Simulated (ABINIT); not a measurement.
**How the form of the self-energy moves the gap of YHSe (P-6m2)**

How much does the gap of YHSe (P-6m2) depend on the approximation to the self-energy?

Method: LDA and many-body steps on it, plane waves, in ABINIT 10.8.3.

**1. Starting point**

It takes space group P-6m2 (No. 187, hexagonal). The conventional cell has a = 3.841 Å, b = 3.841 Å, c = 3.916 Å, α = 90.00°, β = 90.00°, γ = 120.00°. Nearest to Y lie 3 H at 2.22 Å and 6 Se at 2.96 Å. Nearest to H lie 3 Y at 2.22 Å. Se has 6 H at 2.96 Å and 6 Y at 2.96 Å nearest. Farther neighbours and most contacts between anions are not listed.

The cell and positions are those that the Materials Project relaxed with its own functionals (PBE, PBE+U or r2SCAN), kept fixed.

**2. Empty states on the mesh, 3×3×4 mesh, 55 bands**

This step: ABINIT 10.8.3; DFT, LDA, plane waves, norm-conserving pseudopotentials.

The sums over transitions need many empty states on a uniform mesh; this step solves for them.

run.abi reads:

```
acell 3*1.0 Angstrom
rprim 
  3.840931335803 -0.000000000001 0.000000000000
  -1.920465667901 3.326344110998 0.000000000000
  0.000000000000 0.000000000000 3.915549560000
ntypat 3
znucl 39 1 34
natom 3
typat 1 2 3
xred 
  0.000000000000 0.000000000000 0.000000000000
  0.333333333333 0.666666666667 0.000000000000
  0.666666666667 0.333333333333 0.500000000000
pp_dirpath "pseudos"
pseudos "Y.upf, H.upf, Se.upf"
ecut 39
ngkpt 3 3 4
nshiftk 1
shiftk 0 0 0
kptopt 1
chksymbreak 0
iscf -2
irdden 1
istwfk *1
nband 55
nbdbuf 4
tolwfr 1e-09
nstep 60
prtvol 0
indata_prefix "in"
outdata_prefix "out"
tmpdata_prefix "tmp"
```

The run is started by

```
OMP_NUM_THREADS=1 mpirun -n 4 abinit run.abi > log
```

Numbers of over 12 decimals in the logs are rounded to 6 here.

The log of the run:

```text
.Version 10.8.3 of ABINIT. v10.8.2 released Aug 2026.

 Symmetries : space group P-6 m 2 (#187); Bravais hP (primitive hexag.)
[... echo of the input left out ...]
== DATASET  1 ==================================================================
-   mpi_nproc: 4, omp_nthreads: 1 (-1 if OMP is not activated)

--- !DatasetInfo
iteration_state: {dtset: 1, }
dimensions: {natom: 3, nkpt: 9, mband: 55, nsppol: 1, nspinor: 1, nspden: 1, mpw: 3939, }
cutoff_energies: {ecut:  39.0, pawecutdg:  -1.0, }
[...]
1.15366    1.15366    1.17010    1.24545    1.26215    1.31385    1.31385    1.36478
   1.39883    1.39883    1.49740    1.49740    1.56054    1.56800    1.58507    1.58507
   1.58562    1.67450    1.72122    1.72509    1.72509    1.75767    1.75862
 prteigrs : prtvol=0 or 1, do not print more k-points.

== END DATASET(S) ==============================================================
================================================================================

 -outvars: echo values of variables after computation  --------
            nband          55
             nkpt           9
          spgroup         187
 [... the other variables as echoed above ...]

 Calculation completed.
```

The job ended after 27 s (4 MPI ranks of Intel Xeon Platinum 8375C at 2.90GHz (Ice Lake), shared host; peak memory 0.32 GiB; 1.8 min of CPU time).

This step gave:

```yaml
gap: 1.365 eV
k_of_the_valence_top: 0, 0, 0.5
k_of_the_conduction_bottom: 0, 0, 0
least_direct_gap: 1.739 eV
k_points_computed: 9
lowest_point_of_the_top_converged_band_above_the_valence_top: 37.40 eV
```

On this mesh the gap is 1.365 eV.

The density comes from a self-consistent run that is not shown.

**3. Screening, 3×3×4 mesh, 51 bands, screening to 122.5 eV**

The RPA dielectric matrix is built and inverted for each q.

This step: RPA screening on LDA, plane waves, norm-conserving pseudopotentials.

Edit run.abi of step 2 so:

```diff
@@ -21,10 +21,11 @@
 chksymbreak 0
-iscf -2
-irdden 1
 istwfk *1
-nband 55
-nbdbuf 4
-tolwfr 1e-09
-nstep 60
-prtvol 0
+occopt 1
+irdwfk 1
+optdriver 3
+nband 51
+ecuteps 4.5
+inclvkb 2
+awtr 1
+symchi 1
 indata_prefix "in"
```

The log of the run:

```text
.Version 10.8.3 of ABINIT. v10.8.2 released Aug 2026.

 Symmetries : space group P-6 m 2 (#187); Bravais hP (primitive hexag.)
[... echo of the input left out ...]
== DATASET  1 ==================================================================
-   mpi_nproc: 4, omp_nthreads: 1 (-1 if OMP is not activated)

--- !DatasetInfo
iteration_state: {dtset: 1, }
dimensions: {natom: 3, nkpt: 9, mband: 51, nsppol: 1, nspinor: 1, nspden: 1, mpw: 3939, }
cutoff_energies: {ecut:  39.0, pawecutdg:  -1.0, }
electrons: {nelect:   2.80000000E+01, charge:   0.00000000E+00, occopt:   1.00000000E+00, tsmear:   1.00000000E-02, }

 SCREENING: Calculation of the susceptibility and dielectric matrices

 Based on a program developped by R.W. Godby, V. Olevano, G. Onida, and L. Reining.
 Incorporated in ABINIT by V. Olevano, G.-M. Rignanese, and M. Torrent.
.Using double precision arithmetic ; gwpc =  8

[... cell and pseudopotentials left out ...]
--------------------------------------------------------------------------------

 ==== K-mesh for the wavefunctions ====
 Number of points in the irreducible wedge :     9
[... list of points left out ...]
 Together with 12 symmetry operations and time-reversal symmetry
 yields    36 points in the full Brillouin Zone.

 ==== Q-mesh for the screening function ====
 Number of points in the irreducible wedge :     9
[... list of points left out ...]
 Together with 12 symmetry operations and time-reversal symmetry
 yields    36 points in the full Brillouin Zone.

 setmesh: FFT mesh size selected  =    24x   24x   27
          total number of points  =        15552

 vcoul_init : cutoff-mode = AUXILIARY_FUNCTION
 q-points for optical limit:   1
     1)      0.000010    0.000020    0.000030

- screening: taking advantage of time-reversal symmetry
- Maximum band index for partially occupied states nbvw = 14
- Remaining bands to be divided among processors   nbcw = 37
- Number of bands treated by each node ~9

 Number of electrons calculated from density =   28.0000; Expected =   28.0000
 average of density, n =  0.082940
 r_s =    1.4225
 omega_plasma =   27.7804 [eV]

 calculating chi0 at frequencies [eV] :
  1    0.000000E+00    0.000000E+00
  2    0.000000E+00    2.778037E+01

--------------------------------------------------------------------------------
  q-point number  1        q = ( 0.000000, 0.000000, 0.000000) [r.l.u.]
--------------------------------------------------------------------------------
[... chi0 elements left out ...]
 For q-point:  0.000010 0.000020 0.000030
  dielectric constant =  11.4446
  dielectric constant without local fields =  12.6391

  Average fulfillment of the sum rule on Im[epsilon] for q-point    1 :     45.95  [%]
[... wings left out ...]
  q-point number  2        q = ( 0.333333, 0.000000, 0.000000) [r.l.u.]
--------------------------------------------------------------------------------
[... chi0 elements left out ...]
  Average fulfillment of the sum rule on Im[epsilon] for q-point    2 :     56.43  [%]

 [... 7 further q-points ...]
```

The job ended after 14 s (4 MPI ranks; peak memory 0.59 GiB; 54 s of CPU time).

Numbers from this step:

| Quantity | Value |
| --- | --- |
| ε∞ with local fields, on this mesh, along the program's q direction | 11.44 |
| the same without local fields | 12.64 |
| plasma frequency | 27.78 eV |
| plane waves in the screening matrix | 151 |

Local fields lower ε∞ by 9 %. On a Γ-centred mesh this coarse the value itself is usually too large, while a short band sum pulls it down.

**4. G0W0, Godby-Needs plasmon pole**

The self-energy is evaluated for the states that the input lists, and the levels follow from it, in one-shot runs by the linearised quasiparticle equation.

This step: G0W0 on LDA, plane waves, norm-conserving pseudopotentials.

Edit run.abi of step 3 so:

```diff
@@ -24,8 +24,17 @@
 irdwfk 1
-optdriver 3
+optdriver 4
 nband 51
+gwcalctyp 0
+ecutsigx 39
+symsigma 1
+nkptgw 2
+kptgw 
+  0.0000000000 0.0000000000 0.5000000000
+  0.0000000000 0.0000000000 0.0000000000
+bdgw 
+  12 16
+  13 17
 ecuteps 4.5
-inclvkb 2
-awtr 1
-symchi 1
+irdscr 1
+ppmodel 1
 indata_prefix "in"
```

The log of the run:

```text
.Version 10.8.3 of ABINIT. v10.8.2 released Aug 2026.

 Symmetries : space group P-6 m 2 (#187); Bravais hP (primitive hexag.)
[... echo of the input left out ...]
== DATASET  1 ==================================================================
-   mpi_nproc: 4, omp_nthreads: 1 (-1 if OMP is not activated)

--- !DatasetInfo
iteration_state: {dtset: 1, }
dimensions: {natom: 3, nkpt: 9, mband: 51, nsppol: 1, nspinor: 1, nspden: 1, mpw: 3939, }
cutoff_energies: {ecut:  39.0, pawecutdg:  -1.0, }
electrons: {nelect:   2.80000000E+01, charge:   0.00000000E+00, occopt:   1.00000000E+00, tsmear:   1.00000000E-02, }

 SIGMA: Calculation of the GW corrections

 Based on a program developped by R.W. Godby, V. Olevano, G. Onida, and L. Reining.
 Incorporated in ABINIT by V. Olevano, G.-M. Rignanese, and M. Torrent.
.Using double precision arithmetic ; gwpc =  8

[... cell and pseudopotentials left out ...]
--------------------------------------------------------------------------------

 ==== K-mesh for the wavefunctions ====
 Number of points in the irreducible wedge :     9
[... list of points left out ...]
 Together with 12 symmetry operations and time-reversal symmetry
 yields    36 points in the full Brillouin Zone.

 ==== Q-mesh for screening function ====
 Number of points in the irreducible wedge :     9
[... list of points left out ...]
 Together with 12 symmetry operations and time-reversal symmetry
 yields    36 points in the full Brillouin Zone.

 vcoul_init : cutoff-mode = AUXILIARY_FUNCTION
 q-points for optical limit:   1
     1)      0.000010    0.000020    0.000030
 setmesh: FFT mesh size selected  =    36x   36x   45
          total number of points  =        58320

 Number of electrons calculated from density =   28.0000; Expected =   28.0000
 average of density, n =  0.082940
 r_s =    1.4225
 omega_plasma =   27.7804 [eV]

 === KS Band Gaps ===
  >>>> For spin  1
   Minimum direct gap =   1.7387 [eV], located at k-point      :   0.0000  0.0000  0.5000
   Fundamental gap    =   1.3651 [eV], Top of valence bands at :   0.0000  0.0000  0.5000
                                       Bottom of conduction at :   0.0000  0.0000  0.0000
 SIGMA fundamental parameters:
 PLASMON POLE MODEL  1
 number of plane-waves for SigmaX                 3927
 number of plane-waves for SigmaC and W            151
 number of plane-waves for wavefunctions          3927
 number of bands                                    51
 number of independent spin polarizations            1
 number of spinorial components                      1
 number of k-points in IBZ                           9
 number of q-points in IBZ                           9
 number of symmetry operations                      12
 number of k-points in BZ                           36
 number of q-points in BZ                           36
 number of frequencies for dSigma/dE                 9
 frequency step for dSigma/dE [eV]                0.25
 number of omega for Sigma on real axis              0
 max omega for Sigma on real axis  [eV]           0.00
 zcut for avoiding poles [eV]                     0.10

 EPSILON^-1 parameters (SCR file):
 dimension of the eps^-1 matrix on file            151
 dimension of the eps^-1 matrix used               151
 number of plane-waves for wavefunctions          3927
 number of bands                                    51
 number of q-points in IBZ                           9
 number of frequencies                               2
 number of real frequencies                          1
 number of imag frequencies                          1

 matrix elements of self-energy operator (all in [eV])

 Perturbative Calculation

--- !SelfEnergy_ee
iteration_state: {dtset: 1, }
kpoint     : [   0.000,    0.000,    0.500, ]
spin       : 1
KS_gap     :    1.739
QP_gap     :    3.270
Delta_QP_KS:    1.532
data: !SigmaeeData |
     Band     E0 <VxcDFT>   SigX SigC(E0)      Z dSigC/dE  Sig(E)    E-E0       E
       12   5.620 -13.935 -16.856   2.353   0.799  -0.251 -14.389  -0.454   5.166
       13   5.620 -13.935 -16.856   2.353   0.799  -0.251 -14.389  -0.454   5.166
       14   6.764 -13.307 -15.813   2.065   0.800  -0.250 -13.660  -0.353   6.411
       15   8.503 -12.347  -7.138  -3.757   0.812  -0.232 -11.169   1.178   9.681
       16   8.503 -12.347  -7.138  -3.757   0.812  -0.232 -11.169   1.178   9.681

--- !SelfEnergy_ee
iteration_state: {dtset: 1, }
kpoint     : [   0.000,    0.000,    0.000, ]
spin       : 1
KS_gap     :    2.927
QP_gap     :    4.173
Delta_QP_KS:    1.245
data: !SigmaeeData |
     Band     E0 <VxcDFT>   SigX SigC(E0)      Z dSigC/dE  Sig(E)    E-E0       E
       13   5.202 -13.422 -16.191   2.301   0.798  -0.253 -13.796  -0.374   4.828
       14   5.202 -13.422 -16.191   2.301   0.798  -0.253 -13.796  -0.374   4.828
       15   8.129 -11.520  -6.731  -3.721   0.816  -0.226 -10.649   0.872   9.001
       16  10.502 -13.530  -8.376  -3.920   0.803  -0.246 -12.540   0.991  11.493
       17  10.502 -13.530  -8.376  -3.920   0.803  -0.246 -12.540   0.991  11.493

== END DATASET(S) ==============================================================
================================================================================

 -outvars: echo values of variables after computation  --------
           etotal      0.0000000000E+00
            nband          51
             nkpt           9
          spgroup         187
 [... the other variables as echoed above ...]

 Calculation completed.
```

Elapsed: 5 s, on 4 MPI ranks; peak memory 0.51 GiB.

Numbers from this step:

```yaml
g0w0_gap_on_the_points_computed: 2.59 eV
starting_gap_on_the_mesh: 1.365 eV
k_of_the_valence_top: 0, 0, 0.5
k_of_the_conduction_bottom: 0, 0, 0
z_at_the_valence_top: 0.8
z_at_the_conduction_bottom: 0.816
least_direct_g0w0_gap_on_the_computed_points: 3.270 eV
```

The gap on the mesh goes from 1.36 eV to 2.59 eV, a correction of +1.23 eV.

**5. G0W0, Hybertsen-Louie plasmon pole**

Edit run.abi of step 4 so:

```diff
@@ -38,3 +38,3 @@
 irdscr 1
-ppmodel 1
+ppmodel 2
 indata_prefix "in"
```

The log of the run:

```text
.Version 10.8.3 of ABINIT. v10.8.2 released Aug 2026.

 Symmetries : space group P-6 m 2 (#187); Bravais hP (primitive hexag.)
[... echo of the input left out ...]
== DATASET  1 ==================================================================
-   mpi_nproc: 4, omp_nthreads: 1 (-1 if OMP is not activated)

--- !DatasetInfo
iteration_state: {dtset: 1, }
dimensions: {natom: 3, nkpt: 9, mband: 51, nsppol: 1, nspinor: 1, nspden: 1, mpw: 3939, }
cutoff_energies: {ecut:  39.0, pawecutdg:  -1.0, }
electrons: {nelect:   2.80000000E+01, charge:   0.00000000E+00, occopt:   1.00000000E+00, tsmear:   1.00000000E-02, }

 SIGMA: Calculation of the GW corrections

 Based on a program developped by R.W. Godby, V. Olevano, G. Onida, and L. Reining.
 Incorporated in ABINIT by V. Olevano, G.-M. Rignanese, and M. Torrent.
.Using double precision arithmetic ; gwpc =  8

[... cell and pseudopotentials left out ...]
--------------------------------------------------------------------------------

 ==== K-mesh for the wavefunctions ====
 Number of points in the irreducible wedge :     9
[... list of points left out ...]
 Together with 12 symmetry operations and time-reversal symmetry
 yields    36 points in the full Brillouin Zone.

 ==== Q-mesh for screening function ====
 Number of points in the irreducible wedge :     9
[... list of points left out ...]
 Together with 12 symmetry operations and time-reversal symmetry
 yields    36 points in the full Brillouin Zone.

 vcoul_init : cutoff-mode = AUXILIARY_FUNCTION
 q-points for optical limit:   1
     1)      0.000010    0.000020    0.000030
 setmesh: FFT mesh size selected  =    36x   36x   45
          total number of points  =        58320

 Number of electrons calculated from density =   28.0000; Expected =   28.0000
[...]
number of omega for Sigma on real axis              0
 max omega for Sigma on real axis  [eV]           0.00
 zcut for avoiding poles [eV]                     0.10

 EPSILON^-1 parameters (SCR file):
 dimension of the eps^-1 matrix on file            151
 dimension of the eps^-1 matrix used               151
 number of plane-waves for wavefunctions          3927
 number of bands                                    51
 number of q-points in IBZ                           9
 number of frequencies                               2
 number of real frequencies                          1
 number of imag frequencies                          1

 matrix elements of self-energy operator (all in [eV])

 Perturbative Calculation

--- !SelfEnergy_ee
iteration_state: {dtset: 1, }
kpoint     : [   0.000,    0.000,    0.500, ]
spin       : 1
KS_gap     :    1.739
QP_gap     :    3.266
Delta_QP_KS:    1.528
data: !SigmaeeData |
     Band     E0 <VxcDFT>   SigX SigC(E0)      Z dSigC/dE  Sig(E)    E-E0       E
       12   5.620 -13.935 -16.856   2.208   0.853  -0.173 -14.543  -0.608   5.012
       13   5.620 -13.935 -16.856   2.208   0.853  -0.173 -14.543  -0.608   5.012
       14   6.764 -13.307 -15.813   1.963   0.855  -0.169 -13.772  -0.465   6.299
[...]
--- !SelfEnergy_ee
iteration_state: {dtset: 1, }
kpoint     : [   0.000,    0.000,    0.000, ]
spin       : 1
KS_gap     :    2.927
QP_gap     :    4.172
Delta_QP_KS:    1.245
data: !SigmaeeData |
     Band     E0 <VxcDFT>   SigX SigC(E0)      Z dSigC/dE  Sig(E)    E-E0       E
[...]
16  10.502 -13.530  -8.376  -4.019   0.856  -0.168 -12.559   0.972  11.474
       17  10.502 -13.530  -8.376  -4.019   0.856  -0.168 -12.559   0.972  11.474

== END DATASET(S) ==============================================================
================================================================================

 -outvars: echo values of variables after computation  --------
           etotal      0.0000000000E+00
            nband          51
             nkpt           9
          spgroup         187
 [... the other variables as echoed above ...]

 Calculation completed.
```

Wall time 4.5 s (4 MPI ranks); peak memory 0.59 GiB; 17 s of CPU time.

This step gave:

```yaml
g0w0_gap_on_the_points_computed: 2.515 eV
starting_gap_on_the_mesh: 1.365 eV
k_of_the_valence_top: 0, 0, 0.5
k_of_the_conduction_bottom: 0, 0, 0
z_at_the_valence_top: 0.855
z_at_the_conduction_bottom: 0.861
least_direct_g0w0_gap_on_the_computed_points: 3.267 eV
```

Against G0W0 in ABINIT (3×3×4 mesh, 51 bands, screening to 122.5 eV, Godby-Needs plasmon pole), the gap moves by −0.075 eV.

**6. G0W0, von der Linden-Horsch plasmon pole**

Edit run.abi of step 5 so:

```diff
@@ -38,3 +38,3 @@
 irdscr 1
-ppmodel 2
+ppmodel 3
 indata_prefix "in"
```

The log of the run:

```text
.Version 10.8.3 of ABINIT. v10.8.2 released Aug 2026.

 Symmetries : space group P-6 m 2 (#187); Bravais hP (primitive hexag.)
[... echo of the input left out ...]
== DATASET  1 ==================================================================
-   mpi_nproc: 4, omp_nthreads: 1 (-1 if OMP is not activated)

--- !DatasetInfo
iteration_state: {dtset: 1, }
dimensions: {natom: 3, nkpt: 9, mband: 51, nsppol: 1, nspinor: 1, nspden: 1, mpw: 3939, }
cutoff_energies: {ecut:  39.0, pawecutdg:  -1.0, }
[...]
Band     E0 <VxcDFT>   SigX SigC(E0)      Z dSigC/dE  Sig(E)    E-E0       E
[...]
16  10.502 -13.530  -8.376  -4.045   0.860  -0.163 -12.577   0.954  11.456
       17  10.502 -13.530  -8.376  -4.045   0.860  -0.163 -12.577   0.954  11.456

== END DATASET(S) ==============================================================
================================================================================

 -outvars: echo values of variables after computation  --------
           etotal      0.0000000000E+00
            nband          51
             nkpt           9
          spgroup         187
 [... the other variables as echoed above ...]

 Calculation completed.
```

Elapsed: 4.1 s, on 4 MPI ranks; peak memory 0.55 GiB; 16 s of CPU time.

This step gave:

```yaml
g0w0_gap_on_the_points_computed: 2.628 eV
starting_gap_on_the_mesh: 1.365 eV
k_of_the_valence_top: 0, 0, 0.5
k_of_the_conduction_bottom: 0, 0, 0
least_direct_g0w0_gap_on_the_computed_points: 3.359 eV
```

Against G0W0 in ABINIT (3×3×4 mesh, 51 bands, screening to 122.5 eV, Godby-Needs plasmon pole), the gap moves by +0.038 eV.

(Continued in part 2 of 2.)

[Paths, hosts, dates, memory and timing lines, banners, echoed tables and standing remarks are left out of the program output.]

[Logs are printed without paths, hosts, clocks, repeated set-up lines and the standing remarks that a program may print on its own settings, such as how far it seeks lower states.]

[Runs of the session that timed out or met a known fault of the program may be left out.]

[Hosts, paths, dates, database ids (printed as entryN), source tags and the programs' standing remarks are cut or masked in the printed files.]

[G0W0 gaps are taken among the corrected bands and points alone; a level outside them can change the order at an edge.]

[Where Ansatz stands beside ABINIT at settings called matched, ABINIT's density can come from a denser mesh and the files from another edition; pairs whose starting gaps differed by over 0.03 eV were left out, so agreement reads better than it is.]
